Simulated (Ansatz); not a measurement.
G0W0 rungs for Sb2Se3 (Antimonselite).

The structure is orthorhombic, space group Pnma (No. 62). Conventional cell: a = 11.770 Å, b = 3.962 Å, c = 11.620 Å, α = 90.00°, β = 90.00°, γ = 90.00°. Nearest to Sb lie 6 Se at 2.66 to 3.26 Å. Nearest to Sb lie 5 Se at 2.58 to 2.98 Å. Nearest to Se lie 5 Sb at 2.58 to 3.22 Å. Se has 3 Sb at 2.66 to 3.26 Å nearest. Nearest to Se lie 3 Sb at 2.66 to 2.78 Å. Farther neighbours and most contacts between anions are not listed.

```
Sb Se
1.0
    11.77000    0.00000    0.00000
     0.00000    3.96200    0.00000
     0.00000    0.00000   11.62000
Sb Se
8 12
Cartesian
  0.3590 0.9905 3.8114
  11.4110 2.9715 7.8086
  5.5260 2.9715 9.6214
  6.2440 0.9905 1.9986
  1.7396 2.9715 0.4613
  10.0304 0.9905 11.1587
  4.1454 0.9905 6.2713
  7.6246 2.9715 5.3487
  0.6285 0.9905 10.1466
  11.1415 2.9715 1.4734
  5.2565 2.9715 4.3366
  6.5135 0.9905 7.2834
  1.5325 2.9715 5.1523
  10.2375 0.9905 6.4677
  4.3525 0.9905 10.9623
  7.4175 2.9715 0.6577
  2.5094 0.9905 2.2485
  9.2606 2.9715 9.3715
  3.3756 2.9715 8.0585
  8.3944 0.9905 3.5615
```

The cell and positions come from the Crystallography Open Database and are kept as given unless a step says otherwise. Spin-orbit coupling is left out unless a run names it. PAW set soft_2, made with PBE.

Runs so far (Ansatz 0.2.0, start PBE, default PAW files, 2×4×2 mesh). Times are wall times on 1 × NVIDIA GB200 (shared by 2 runs) with 32 threads of Arm Neoverse V2, shared host, good to a factor of about two.

| bands summed | cutoff (eV) | gap on the mesh (eV) | time |
| --- | --- | --- | --- |
| 389 | 33 | 1.244 | 30 s |
| 815 | 66 | 1.315 | 49 s |

Q: What should the next rung give, with 1575 bands and screening to 110 eV, and where is the limit?

The error falls about as one over the bands when the cutoff rises with them. A line through the two highest rungs given predicts 1.346 eV; the run gave 1.371 eV, a miss of 0.026 eV, so the law fails here: the steps don't follow it yet. The two highest rungs put the limit near 1.432 eV, the pair below near 1.379 eV; neither can be trusted until a further rung is run.

Gaps are over the mesh's points; an edge off the mesh would be missed. Limits: not at the basis limit; no spin-orbit coupling; coarse k mesh.

[Paths, hosts, dates, memory and timing lines, banners, echoed tables and standing remarks are left out of the program output.]

[Logs are printed without paths, hosts, clocks, repeated set-up lines and the standing remarks that a program may print on its own settings, such as how far it seeks lower states.]

[Runs of the session that timed out or met a known fault of the program may be left out.]

[Cells called generated may have been cut or substituted from an entry of the Crystallography Open Database or the Materials Project.]

[Hosts, paths, dates, database ids (printed as entryN), source tags and the programs' standing remarks are cut or masked in the printed files.]
